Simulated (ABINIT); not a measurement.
# SiO2 (Quartz): a self-consistent loop beyond G0W0, cycle by cycle, part 2 of 3

How far does self-consistency move the gap of SiO2 (Quartz)?

ABINIT 10.8.3; LDA and many-body steps on it, plane waves. Known limits of the many-body steps: not at the basis limit; coarse k mesh.

So far. Step 5 (evGW0, cycle 1): Against G0W0 in ABINIT (3×3×2 mesh, 179 bands, screening to 106.1 eV, Godby-Needs plasmon pole), the gap moves by +0.544 eV. This first cycle still uses the starting levels; it takes the full correction, at all points of the mesh, and its linearised value is 8.731 eV. Step 6 (evGW0, cycle 2): Against the cycle before, the gap moves by −0.121 eV.

## (7) evGW0, cycle 3

Level of this step: evGW0 on LDA, plane waves, norm-conserving pseudopotentials (ABINIT).

File run.abi:

```
acell 3*1.0 Angstrom
rprim 
  4.915799999986 0.000000000003 0.000000000000
  -2.457899999996 4.257207679910 0.000000000000
  0.000000000000 0.000000000000 5.409100000000
ntypat 2
znucl 14 8
natom 9
typat 1 1 1 2 2 2 2 2 2
xred 
  0.530300000000 0.000000000000 0.333333333333
  0.000000000000 0.530300000000 0.666666666667
  0.469700000000 0.469700000000 -0.000000000000
  0.146200000000 0.414200000000 0.881000000000
  0.585800000000 0.732000000000 0.214333333333
  0.268000000000 0.853800000000 0.547666666667
  0.414200000000 0.146200000000 0.119000000000
  0.732000000000 0.585800000000 0.785666666667
  0.853800000000 0.268000000000 0.452333333333
pp_dirpath "pseudos"
pseudos "Si.upf, O.upf"
ecut 36
ngkpt 3 3 2
nshiftk 1
shiftk 0 0 0
kptopt 1
chksymbreak 0
istwfk *1
occopt 1
irdwfk 1
optdriver 4
nband 179
gwcalctyp 10
ecutsigx 36
symsigma 1
nkptgw 6
kptgw 
  0.0000000000 0.0000000000 0.0000000000
  0.3333333333 0.0000000000 0.0000000000
  0.3333333333 0.3333333333 0.0000000000
  0.0000000000 0.0000000000 0.5000000000
  0.3333333333 0.0000000000 0.5000000000
  0.3333333333 0.3333333333 0.5000000000
bdgw 
  7 32
  7 32
  7 32
  7 32
  7 32
  7 32
ecuteps 3.9
irdscr 1
ppmodel 1
irdqps 1
indata_prefix "in"
outdata_prefix "out"
tmpdata_prefix "tmp"
```

On the command line:

```bash
> OMP_NUM_THREADS=1 mpirun -n 4 abinit run.abi > log
```

Log:

```text
.Version 10.8.3 of ABINIT. v10.8.2 released Aug 2026.

 Symmetries : space group P3_1 2 1 (#152); Bravais hP (primitive hexag.)
[... echo of the input left out ...]
== DATASET  1 ==================================================================
-   mpi_nproc: 4, omp_nthreads: 1 (-1 if OMP is not activated)

--- !DatasetInfo
iteration_state: {dtset: 1, }
dimensions: {natom: 9, nkpt: 6, mband: 179, nsppol: 1, nspinor: 1, nspden: 1, mpw: 7935, }
cutoff_energies: {ecut:  36.0, pawecutdg:  -1.0, }
[...]
.  kptgw no:  4; Maximum DeltaE = (   0.007   0.000) for band index: 25
.  kptgw no:  5; Maximum DeltaE = (   0.012  -0.000) for band index: 25
.  kptgw no:  6; Maximum DeltaE = (  -0.002   0.000) for band index: 19

== END DATASET(S) ==============================================================
================================================================================

 -outvars: echo values of variables after computation  --------
           etotal      0.0000000000E+00
            nband         179
             nkpt           6
          spgroup         152
 [... the other variables as echoed above ...]

 Calculation completed.
```

The job ended after 4.6 min (4 MPI ranks of Arm Neoverse V1, shared host; peak memory 2.4 GiB; 18 min of CPU time).

Numbers from this step:

* quasiparticle gap on the mesh: 9.151 eV
* gap of the density functional on the mesh: 5.801 eV
* k of the valence top: 0.3333, 0.3333, 0
* k of the conduction bottom: 0, 0, 0
* least direct quasiparticle gap on the computed points: 9.533 eV

Against the cycle before, the gap moves by −0.003 eV.

## (8) Screening, 3×3×2 mesh, 179 bands, screening to 106.1 eV

This step: RPA screening on LDA, plane waves, norm-conserving pseudopotentials.

run.abi, as its differences from that of step 7:

```diff
@@ -30,26 +30,13 @@
 irdwfk 1
-optdriver 4
+optdriver 3
 nband 179
+ecuteps 3.9
+inclvkb 2
+awtr 1
+symchi 1
 gwcalctyp 10
-ecutsigx 36
-symsigma 1
-nkptgw 6
-kptgw 
-  0.0000000000 0.0000000000 0.0000000000
-  0.3333333333 0.0000000000 0.0000000000
-  0.3333333333 0.3333333333 0.0000000000
-  0.0000000000 0.0000000000 0.5000000000
-  0.3333333333 0.0000000000 0.5000000000
-  0.3333333333 0.3333333333 0.5000000000
-bdgw 
-  7 32
-  7 32
-  7 32
-  7 32
-  7 32
-  7 32
-ecuteps 3.9
-irdscr 1
-ppmodel 1
-irdqps 1
+mbpt_sciss 3.706 eV
+nqptdm 1
+qptdm 
+  0 0 0
 indata_prefix "in"
```

Log:

```text
.Version 10.8.3 of ABINIT. v10.8.2 released Aug 2026.

 Symmetries : space group P3_1 2 1 (#152); Bravais hP (primitive hexag.)
[... echo of the input left out ...]
== DATASET  1 ==================================================================
-   mpi_nproc: 4, omp_nthreads: 1 (-1 if OMP is not activated)

--- !DatasetInfo
iteration_state: {dtset: 1, }
dimensions: {natom: 9, nkpt: 6, mband: 179, nsppol: 1, nspinor: 1, nspden: 1, mpw: 7935, }
cutoff_energies: {ecut:  36.0, pawecutdg:  -1.0, }
electrons: {nelect:   4.80000000E+01, charge:   0.00000000E+00, occopt:   1.00000000E+00, tsmear:   1.00000000E-02, }

 SCREENING: Calculation of the susceptibility and dielectric matrices

 Based on a program developped by R.W. Godby, V. Olevano, G. Onida, and L. Reining.
 Incorporated in ABINIT by V. Olevano, G.-M. Rignanese, and M. Torrent.
.Using double precision arithmetic ; gwpc =  8

[... cell and pseudopotentials left out ...]
--------------------------------------------------------------------------------

 ==== K-mesh for the wavefunctions ====
 Number of points in the irreducible wedge :     6
[... list of points left out ...]
 Together with  6 symmetry operations and time-reversal symmetry
 yields    18 points in the full Brillouin Zone.

 ==== Q-mesh for the screening function ====
 Number of points in the irreducible wedge :     6
[... list of points left out ...]
 Together with  6 symmetry operations and time-reversal symmetry
 yields    18 points in the full Brillouin Zone.

 setmesh: FFT mesh size selected  =    36x   36x   45
          total number of points  =        58320

 vcoul_init : cutoff-mode = AUXILIARY_FUNCTION
 q-points for optical limit:   1
     1)      0.000010    0.000020    0.000030

 Dielectric matrix will be calculated only for some
 selected q points provided by the user through the input variables
 nqptdm and qptdm

- screening: taking advantage of time-reversal symmetry
- Maximum band index for partially occupied states nbvw = 24
- Remaining bands to be divided among processors   nbcw = 155
- Number of bands treated by each node ~38

 rdqps: reading QP wavefunctions of the previous step
        looking for file in_QPS
 file not found, 1st iteration initialized with KS eigenelements

 screening : performing a first self-consistency
 update of the energies in W by a scissor operator
 applying a scissor operator of [eV] :   3.706

 Number of electrons calculated from density =   48.0000; Expected =   48.0000
 average of density, n =  0.062835
 r_s =    1.5604
 omega_plasma =   24.1800 [eV]

 calculating chi0 at frequencies [eV] :
  1    0.000000E+00    0.000000E+00
  2    0.000000E+00    2.417998E+01

--------------------------------------------------------------------------------
  q-point number  1        q = ( 0.000000, 0.000000, 0.000000) [r.l.u.]
--------------------------------------------------------------------------------
[... chi0 elements left out ...]
 For q-point:  0.000010 0.000020 0.000030
  dielectric constant =   2.1104
  dielectric constant without local fields =   2.2513

  Average fulfillment of the sum rule on Im[epsilon] for q-point    1 :     72.39  [%]
[... wings left out ...]
== END DATASET(S) ==============================================================
================================================================================

 -outvars: echo values of variables after computation  --------
           etotal      0.0000000000E+00
            nband         179
             nkpt           6
          spgroup         152
 [... the other variables as echoed above ...]

 Calculation completed.
```

Run time: 55 s. Hardware: 4 MPI ranks; peak memory 2.1 GiB; 3.7 min of CPU time.

This step gave:

```yaml
eps_infinity_with_local_fields_on_this_mesh_along_the_program_s_q_direction: 2.110
the_same_without_local_fields: 2.251
plasma_frequency: 24.18 eV
plane_waves_in_the_screening_matrix: 279
```

This screening uses the functional's bands under a rigid shift, the mean opening of the cycle before.

## (9) Screening, 3×3×2 mesh, 179 bands, screening to 106.1 eV

This step: RPA screening on LDA from quasiparticle energies, plane waves, norm-conserving pseudopotentials.

run.abi, as its differences from that of step 8:

```diff
@@ -36,7 +36,11 @@
 symchi 1
+irdqps 1
 gwcalctyp 10
-mbpt_sciss 3.706 eV
-nqptdm 1
+nqptdm 5
 qptdm 
-  0 0 0
+  0.3333333333 0.0000000000 0.0000000000
+  0.3333333333 0.3333333333 0.0000000000
+  0.0000000000 0.0000000000 0.5000000000
+  0.3333333333 0.0000000000 0.5000000000
+  0.3333333333 0.3333333333 0.5000000000
 indata_prefix "in"
```

File mrgscr.stdin:

```
2
merged
q0_SCR
out_SCR
1
```

On the command line:

```bash
> OMP_NUM_THREADS=1 mpirun -n 4 abinit run.abi > log; mrgscr < mrgscr.stdin
```

Log:

```text
.Version 10.8.3 of ABINIT. v10.8.2 released Aug 2026.

 Symmetries : space group P3_1 2 1 (#152); Bravais hP (primitive hexag.)
[... echo of the input left out ...]
== DATASET  1 ==================================================================
-   mpi_nproc: 4, omp_nthreads: 1 (-1 if OMP is not activated)

--- !DatasetInfo
iteration_state: {dtset: 1, }
dimensions: {natom: 9, nkpt: 6, mband: 179, nsppol: 1, nspinor: 1, nspden: 1, mpw: 7935, }
cutoff_energies: {ecut:  36.0, pawecutdg:  -1.0, }
[...]
q-point number  1        q = ( 0.333333, 0.000000, 0.000000) [r.l.u.]
--------------------------------------------------------------------------------
[... chi0 elements left out ...]
  Average fulfillment of the sum rule on Im[epsilon] for q-point    2 :     77.18  [%]

--------------------------------------------------------------------------------
  q-point number  2        q = ( 0.333333, 0.333333, 0.000000) [r.l.u.]
--------------------------------------------------------------------------------
[... chi0 elements left out ...]
  Average fulfillment of the sum rule on Im[epsilon] for q-point    3 :     74.47  [%]

 [... 3 further q-points ...]
```

The job ended after 57 s (4 MPI ranks; peak memory 1.8 GiB).

This step gave:

* plasma frequency: 24.18 eV
* plane waves in the screening matrix: 279

This screening reads the quasiparticle levels of the cycle before.

## (10) evGW, cycle 1

This step: evGW on LDA, plane waves, norm-conserving pseudopotentials.

run.abi, as its differences from that of step 9:

```diff
@@ -30,12 +30,10 @@
 irdwfk 1
-optdriver 3
+optdriver 4
 nband 179
-ecuteps 3.9
-inclvkb 2
-awtr 1
-symchi 1
-irdqps 1
 gwcalctyp 10
-nqptdm 5
-qptdm 
+ecutsigx 36
+symsigma 1
+nkptgw 6
+kptgw 
+  0.0000000000 0.0000000000 0.0000000000
   0.3333333333 0.0000000000 0.0000000000
@@ -45,2 +43,13 @@
   0.3333333333 0.3333333333 0.5000000000
+bdgw 
+  7 32
+  7 32
+  7 32
+  7 32
+  7 32
+  7 32
+ecuteps 3.9
+irdscr 1
+ppmodel 1
+irdqps 1
 indata_prefix "in"
```

On the command line:

```bash
> OMP_NUM_THREADS=1 mpirun -n 4 abinit run.abi > log
```

Log:

```text
.Version 10.8.3 of ABINIT. v10.8.2 released Aug 2026.

 Symmetries : space group P3_1 2 1 (#152); Bravais hP (primitive hexag.)
[... echo of the input left out ...]
== DATASET  1 ==================================================================
-   mpi_nproc: 4, omp_nthreads: 1 (-1 if OMP is not activated)

--- !DatasetInfo
iteration_state: {dtset: 1, }
dimensions: {natom: 9, nkpt: 6, mband: 179, nsppol: 1, nspinor: 1, nspden: 1, mpw: 7935, }
cutoff_energies: {ecut:  36.0, pawecutdg:  -1.0, }
[...]
.  kptgw no:  4; Maximum DeltaE = (   0.247  -0.000) for band index:  1
.  kptgw no:  5; Maximum DeltaE = (   0.243   0.000) for band index:  1
.  kptgw no:  6; Maximum DeltaE = (   0.253   0.000) for band index:  1

== END DATASET(S) ==============================================================
================================================================================

 -outvars: echo values of variables after computation  --------
           etotal      0.0000000000E+00
            nband         179
             nkpt           6
          spgroup         152
 [... the other variables as echoed above ...]

 Calculation completed.
```

Run time: 4.6 min. Hardware: 4 MPI ranks; peak memory 2.4 GiB; 18 min of CPU time.

This step gave:

```yaml
quasiparticle_gap_on_the_mesh: 9.742 eV
gap_of_the_density_functional_on_the_mesh: 5.801 eV
k_of_the_valence_top: 0.3333, 0.3333, 0
k_of_the_conduction_bottom: 0, 0, 0
least_direct_quasiparticle_gap_on_the_computed_points: 10.13 eV
```

Against G0W0 in ABINIT (3×3×2 mesh, 179 bands, screening to 106.1 eV, Godby-Needs plasmon pole), the gap moves by +1.011 eV.

## (11) Screening, 3×3×2 mesh, 179 bands, screening to 106.1 eV

This step: RPA screening on LDA, plane waves, norm-conserving pseudopotentials.

run.abi, as its differences from that of step 10:

```diff
@@ -30,26 +30,13 @@
 irdwfk 1
-optdriver 4
+optdriver 3
 nband 179
+ecuteps 3.9
+inclvkb 2
+awtr 1
+symchi 1
 gwcalctyp 10
-ecutsigx 36
-symsigma 1
-nkptgw 6
-kptgw 
-  0.0000000000 0.0000000000 0.0000000000
-  0.3333333333 0.0000000000 0.0000000000
-  0.3333333333 0.3333333333 0.0000000000
-  0.0000000000 0.0000000000 0.5000000000
-  0.3333333333 0.0000000000 0.5000000000
-  0.3333333333 0.3333333333 0.5000000000
-bdgw 
-  7 32
-  7 32
-  7 32
-  7 32
-  7 32
-  7 32
-ecuteps 3.9
-irdscr 1
-ppmodel 1
-irdqps 1
+mbpt_sciss 4.330 eV
+nqptdm 1
+qptdm 
+  0 0 0
 indata_prefix "in"
```

Log:

```text
.Version 10.8.3 of ABINIT. v10.8.2 released Aug 2026.

 Symmetries : space group P3_1 2 1 (#152); Bravais hP (primitive hexag.)
[... echo of the input left out ...]
== DATASET  1 ==================================================================
-   mpi_nproc: 4, omp_nthreads: 1 (-1 if OMP is not activated)

--- !DatasetInfo
iteration_state: {dtset: 1, }
dimensions: {natom: 9, nkpt: 6, mband: 179, nsppol: 1, nspinor: 1, nspden: 1, mpw: 7935, }
cutoff_energies: {ecut:  36.0, pawecutdg:  -1.0, }
[...]
[... chi0 elements left out ...]
 For q-point:  0.000010 0.000020 0.000030
  dielectric constant =   2.0743
  dielectric constant without local fields =   2.2084

  Average fulfillment of the sum rule on Im[epsilon] for q-point    1 :     73.73  [%]
[... wings left out ...]
== END DATASET(S) ==============================================================
================================================================================

 -outvars: echo values of variables after computation  --------
           etotal      0.0000000000E+00
            nband         179
             nkpt           6
          spgroup         152
 [... the other variables as echoed above ...]

 Calculation completed.
```

Elapsed: 55 s, on 4 MPI ranks; peak memory 2.1 GiB; 3.6 min of CPU time.

Numbers from this step:

- ε∞ with local fields, on this mesh, along the program's q direction: 2.074
- the same without local fields: 2.208
- plasma frequency: 24.18 eV
- plane waves in the screening matrix: 279

This screening uses the functional's bands under a rigid shift, the mean opening of the cycle before.

## (12) Screening, 3×3×2 mesh, 179 bands, screening to 106.1 eV

This step: RPA screening on LDA from quasiparticle energies, plane waves, norm-conserving pseudopotentials.

run.abi, as its differences from that of step 11:

```diff
@@ -36,7 +36,11 @@
 symchi 1
+irdqps 1
 gwcalctyp 10
-mbpt_sciss 4.330 eV
-nqptdm 1
+nqptdm 5
 qptdm 
-  0 0 0
+  0.3333333333 0.0000000000 0.0000000000
+  0.3333333333 0.3333333333 0.0000000000
+  0.0000000000 0.0000000000 0.5000000000
+  0.3333333333 0.0000000000 0.5000000000
+  0.3333333333 0.3333333333 0.5000000000
 indata_prefix "in"
```

mrgscr.stdin is that of step 9.

On the command line:

```bash
> OMP_NUM_THREADS=1 mpirun -n 4 abinit run.abi > log; mrgscr < mrgscr.stdin
```

Log:

```text
.Version 10.8.3 of ABINIT. v10.8.2 released Aug 2026.

 Symmetries : space group P3_1 2 1 (#152); Bravais hP (primitive hexag.)
[... echo of the input left out ...]
== DATASET  1 ==================================================================
-   mpi_nproc: 4, omp_nthreads: 1 (-1 if OMP is not activated)

--- !DatasetInfo
iteration_state: {dtset: 1, }
dimensions: {natom: 9, nkpt: 6, mband: 179, nsppol: 1, nspinor: 1, nspden: 1, mpw: 7935, }
cutoff_energies: {ecut:  36.0, pawecutdg:  -1.0, }
[...]
q-point number  1        q = ( 0.333333, 0.000000, 0.000000) [r.l.u.]
--------------------------------------------------------------------------------
[... chi0 elements left out ...]
  Average fulfillment of the sum rule on Im[epsilon] for q-point    2 :     78.39  [%]

--------------------------------------------------------------------------------
  q-point number  2        q = ( 0.333333, 0.333333, 0.000000) [r.l.u.]
--------------------------------------------------------------------------------
[... chi0 elements left out ...]
  Average fulfillment of the sum rule on Im[epsilon] for q-point    3 :     75.54  [%]

 [... 3 further q-points ...]
```

Wall time 59 s (4 MPI ranks); peak memory 1.8 GiB.

This step gave:

```yaml
plasma_frequency: 24.18 eV
plane_waves_in_the_screening_matrix: 279
```

This screening reads the quasiparticle levels of the cycle before.

## (13) evGW, cycle 2

This step: evGW on LDA, plane waves, norm-conserving pseudopotentials.

run.abi, as its differences from that of step 12:

```diff
@@ -30,12 +30,10 @@
 irdwfk 1
-optdriver 3
+optdriver 4
 nband 179
-ecuteps 3.9
-inclvkb 2
-awtr 1
-symchi 1
-irdqps 1
 gwcalctyp 10
-nqptdm 5
-qptdm 
+ecutsigx 36
+symsigma 1
+nkptgw 6
+kptgw 
+  0.0000000000 0.0000000000 0.0000000000
   0.3333333333 0.0000000000 0.0000000000
@@ -45,2 +43,13 @@
   0.3333333333 0.3333333333 0.5000000000
+bdgw 
+  7 32
+  7 32
+  7 32
+  7 32
+  7 32
+  7 32
+ecuteps 3.9
+irdscr 1
+ppmodel 1
+irdqps 1
 indata_prefix "in"
```

On the command line:

```bash
> OMP_NUM_THREADS=1 mpirun -n 4 abinit run.abi > log
```

Log:

```text
.Version 10.8.3 of ABINIT. v10.8.2 released Aug 2026.

 Symmetries : space group P3_1 2 1 (#152); Bravais hP (primitive hexag.)
[... echo of the input left out ...]
== DATASET  1 ==================================================================
-   mpi_nproc: 4, omp_nthreads: 1 (-1 if OMP is not activated)

--- !DatasetInfo
iteration_state: {dtset: 1, }
dimensions: {natom: 9, nkpt: 6, mband: 179, nsppol: 1, nspinor: 1, nspden: 1, mpw: 7935, }
cutoff_energies: {ecut:  36.0, pawecutdg:  -1.0, }
[...]
.  kptgw no:  4; Maximum DeltaE = (   0.015   0.000) for band index:  6
.  kptgw no:  5; Maximum DeltaE = (   0.023  -0.000) for band index:  1
.  kptgw no:  6; Maximum DeltaE = (   0.018  -0.000) for band index:  4

== END DATASET(S) ==============================================================
================================================================================

 -outvars: echo values of variables after computation  --------
           etotal      0.0000000000E+00
            nband         179
             nkpt           6
          spgroup         152
 [... the other variables as echoed above ...]

 Calculation completed.
```

Run time: 4.6 min. Hardware: 4 MPI ranks; peak memory 2.4 GiB.

This step gave:

```yaml
quasiparticle_gap_on_the_mesh: 9.808 eV
gap_of_the_density_functional_on_the_mesh: 5.801 eV
k_of_the_valence_top: 0.3333, 0.3333, 0
k_of_the_conduction_bottom: 0, 0, 0
least_direct_quasiparticle_gap_on_the_computed_points: 10.19 eV
```

Against the cycle before, the gap moves by +0.066 eV.

## (14) Screening, 3×3×2 mesh, 179 bands, screening to 106.1 eV

This step: RPA screening on LDA, plane waves, norm-conserving pseudopotentials.

run.abi, as its differences from that of step 13:

```diff
@@ -30,26 +30,13 @@
 irdwfk 1
-optdriver 4
+optdriver 3
 nband 179
+ecuteps 3.9
+inclvkb 2
+awtr 1
+symchi 1
 gwcalctyp 10
-ecutsigx 36
-symsigma 1
-nkptgw 6
-kptgw 
-  0.0000000000 0.0000000000 0.0000000000
-  0.3333333333 0.0000000000 0.0000000000
-  0.3333333333 0.3333333333 0.0000000000
-  0.0000000000 0.0000000000 0.5000000000
-  0.3333333333 0.0000000000 0.5000000000
-  0.3333333333 0.3333333333 0.5000000000
-bdgw 
-  7 32
-  7 32
-  7 32
-  7 32
-  7 32
-  7 32
-ecuteps 3.9
-irdscr 1
-ppmodel 1
-irdqps 1
+mbpt_sciss 4.392 eV
+nqptdm 1
+qptdm 
+  0 0 0
 indata_prefix "in"
```

Log:

```text
.Version 10.8.3 of ABINIT. v10.8.2 released Aug 2026.

 Symmetries : space group P3_1 2 1 (#152); Bravais hP (primitive hexag.)
[... echo of the input left out ...]
== DATASET  1 ==================================================================
-   mpi_nproc: 4, omp_nthreads: 1 (-1 if OMP is not activated)

--- !DatasetInfo
iteration_state: {dtset: 1, }
dimensions: {natom: 9, nkpt: 6, mband: 179, nsppol: 1, nspinor: 1, nspden: 1, mpw: 7935, }
cutoff_energies: {ecut:  36.0, pawecutdg:  -1.0, }
[...]
[... chi0 elements left out ...]
 For q-point:  0.000010 0.000020 0.000030
  dielectric constant =   2.0708
  dielectric constant without local fields =   2.2043

  Average fulfillment of the sum rule on Im[epsilon] for q-point    1 :     73.86  [%]
[... wings left out ...]
== END DATASET(S) ==============================================================
================================================================================

 -outvars: echo values of variables after computation  --------
           etotal      0.0000000000E+00
            nband         179
             nkpt           6
          spgroup         152
 [... the other variables as echoed above ...]

 Calculation completed.
```

Wall time 54 s (4 MPI ranks); peak memory 2.1 GiB.

Numbers from this step:

| Item | Value |
| --- | --- |
| ε∞ with local fields, on this mesh, along the program's q direction | 2.071 |
| the same without local fields | 2.204 |
| plasma frequency | 24.18 eV |
| plane waves in the screening matrix | 279 |

This screening uses the functional's bands under a rigid shift, the mean opening of the cycle before.

(Part 2 of 3 ends here.)

[Paths, hosts, dates, memory and timing lines, banners, echoed tables and standing remarks are left out of the program output.]

[Logs are printed without paths, hosts, clocks, repeated set-up lines and the standing remarks that a program may print on its own settings, such as how far it seeks lower states.]

[Runs of the session that timed out or met a known fault of the program may be left out.]

[Hosts, paths, dates, database ids (printed as entryN), source tags and the programs' standing remarks are cut or masked in the printed files.]

[G0W0 gaps are taken among the corrected bands and points alone; a level outside them can change the order at an edge.]

[Where Ansatz stands beside ABINIT at settings called matched, ABINIT's density can come from a denser mesh and the files from another edition; pairs whose starting gaps differed by over 0.03 eV were left out, so agreement reads better than it is.]
